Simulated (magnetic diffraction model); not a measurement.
**Magnetic neutron pattern of CuSnI₆**

Space group P-1 (no. 2), a = 7.5010 Å, b = 7.5660 Å, c = 7.9250 Å, α = 62.22°, β = 89.41°, γ = 61.64°.

```csv
site,atom,x,y,z
2i,I,0.8744,0.8762,0.7584
2i,I,0.3862,0.4708,0.2610
2i,I,0.7476,0.8820,0.2499
1f,Sn,1/2,0,1/2
1a,Cu,0,0,0
```

The compound is invented for this exercise: a known structure type with other elements, its cell scaled to their sizes and not relaxed.

Only Cu is taken to order (form factors of Cu2+); orders and moment sizes are assumed, and not adapted to the symmetry. Radiation: neutrons of λ = 1.594 Å, 8° to 30°; isotropic B of 0.52 Å² (I), 0.53 Å² (Sn) and 0.69 Å² (Cu). Simulated constant-wavelength pattern: nuclear and magnetic terms add, the magnetic one as |2.695 fm × Σ f S⊥ exp(2πi Q·r) exp(−B s²)|², summed over all Q at one angle with the factor 1/(sin²θ cos θ). For collinear order S is the moment m, which repeats by lattice and centring translations R with the sign exp(−2πi k·R). Free-ion form factors, Sears's scattering lengths of 1992, no absorption; a label names one of the reflections at its angle. The strongest nuclear line in the range is 100, and lines under 0.2 are left out.

Assume the order k = (0 0 1/2), collinear moments along [110], 0.95 μB on Cu.

Q: Where does magnetic intensity appear, and how strong is it?

| 2θ (°) | index | nuclear | magnetic |
| --- | --- | --- | --- |
| 13.56 | (0 0 1) | 0.7 | 0.0 |
| 13.85 | (0 1 1/2) | 0.0 | 1.7 |
| 14.17 | (1 0 -1/2) | 0.0 | 1.6 |
| 14.41 | (1 0 0) | 0.2 | 0.0 |
| 14.87 | (1 1 0) | 0.2 | 0.0 |
| 16.16 | (0 1 0) | 100.0 | 0.0 |
| 16.80 | (1 1 1) | 92.5 | 0.0 |
| 16.92 | (1 0 -1) | 89.8 | 0.0 |
| 17.54 | (1 0 1/2) | 0.0 | 1.1 |
| 18.16 | (1 1 -1/2) | 0.0 | 0.5 |
| 18.21 | (0 1 3/2) | 0.0 | 1.1 |
| 20.41 | (0 0 3/2) | 0.0 | 1.0 |
| 20.59 | (0 1 -1/2) | 0.0 | 0.8 |
| 21.28 | (1 1 3/2) | 0.0 | 0.5 |
| 21.59 | (1 0 -3/2) | 0.0 | 0.8 |
| 22.40 | (1 0 1) | 18.0 | 0.0 |
| 23.09 | (1 1 -1) | 9.1 | 0.0 |
| 23.29 | (0 1 2) | 9.7 | 0.0 |
| 24.34 | (1 2 1) | 0.6 | 0.0 |
| 24.50 | (-1 1 1/2) | 0.0 | 0.6 |
| 25.17 | (-1 1 3/2) | 0.0 | 0.6 |
| 26.13 | (0 1 -1) | 2.5 | 0.0 |
| 26.93 | (1 -1 0) | 81.4 | 0.0 |
| 27.24 | (1 0 -2) | 0.4 | 0.0 |
| 27.32 | (0 0 2) | 31.0 | 0.0 |
| 27.69 | (1 2 0) | 44.6 | 0.0 |
| 27.83 | (2 1 1) | 57.0 | 0.0 |
| 27.91 | (0 2 1) | 2.0 | 0.0 |
| 27.92 | (0 2 3/2) | 0.0 | 0.3 |
| 27.97 | (2 0 -1/2) | 0.0 | 0.3 |
| 28.15 | (-1 1 2) | 55.8 | 0.0 |
| 28.16 | (1 0 3/2) | 0.0 | 0.4 |
| 28.24 | (1 2 2) | 57.4 | 0.0 |
| 28.48 | (2 1 -1) | 64.2 | 0.0 |
| 28.56 | (2 0 -1) | 0.3 | 0.0 |
| 28.88 | (1 1 -3/2) | 0.0 | 0.3 |
| 29.06 | (2 0 0) | 2.0 | 0.0 |
| 29.17 | (0 1 5/2) | 0.0 | 0.4 |
| 29.57 | (0 2 1/2) | 0.0 | 0.3 |

The strongest magnetic line in the range is (0 1 1/2) at 13.85° (1.7). Below the range, at 6.77°, lies the magnetic line (0 0 1/2) with 10. On top of the Lorentz factor, which all lines share, magnetic lines fade with angle because f falls: for Cu2+ it is 0.93, 0.75, 0.55 and 0.23 at sin θ/λ = 0.1, 0.2, 0.3 and 0.5 Å⁻¹, while nuclear lengths stay constant. The order has no net moment.

[Logs are printed without paths, hosts, clocks, repeated set-up lines and the standing remarks that a program may print on its own settings, such as how far it seeks lower states.]
